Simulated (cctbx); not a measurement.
# Lattice, Laue class and space group of a new crystal

Cell: a = 6.2690 Å, b = 8.2370 Å, c = 8.5470 Å, α = 108.90°, β = 102.40°, γ = 102.34°. Expected content of the cell: W2 Nb4 Sr6 C10.

Simulated single-crystal data (cctbx): Cu Kα, λ = 1.54184 Å, to d = 0.83 Å, 95 % of the full sphere, strongest reflection 5000 counts, noise from counting, a 3 % proportional error and a noise floor of 2 counts (s.d.); no absorption.

A first pass over the reflections prints:

```text
2711 reflections to d = 0.830 A
centring   violations  <I/sigma> of those
    A       1037 of  1363     10.1
    B       1038 of  1360     10.0
    C       1033 of  1355     10.1
    I       1022 of  1361      9.9
    R       1396 of  1812     10.1
    F       1554 of  2039     10.1
Laue class    unique    Rint  (classes that these axes allow; Friedel mates merged)
P -1             1424   0.034
space group    extra absences  I>4sigma  <I/sigma>
P 1                     0          0         -  acentric
P -1                    0          0         -  centric
Wilson B = 0.25 A^2   <|E^2-1|> = 0.930 (0.968 centric, 0.736 acentric)   E^2>4: 3.6 %
shell (A)         n   <I/sigma>
 7.70 - 1.66    173     13.9
 1.66 - 1.32    184     14.7
 1.32 - 1.15    176     14.2
 1.15 - 1.05    165     13.0
 1.05 - 0.97    187     12.0
 0.97 - 0.91    180     11.6
 0.91 - 0.87    177     11.1
 0.87 - 0.83    182     11.4
```

**Question.** What are the lattice type, the Laue class and the likely space group?

Every centring test has many violations, so the lattice is primitive.

Only P -1 fits these axes (Rint 0.034); a search for a hidden higher lattice was not made.

2 settings pass the absence test. No glide or screw absences show, which leaves P 1 and P -1.

⟨|E²−1|⟩ = 0.930 leans to a centrosymmetric structure. The Wilson B of 0.25 Å² means U ≈ 0.0032 Å².

The true group is P-1 (no. 2), Laue class -1, centrosymmetric. The tables only narrow the choice to the tied entries; cell content, site symmetry and trial solutions must settle it.

This is a model crystal, built by substitution and not relaxed, with assumed displacement parameters.

[Logs are printed without paths, hosts, clocks, repeated set-up lines and the standing remarks that a program may print on its own settings, such as how far it seeks lower states.]
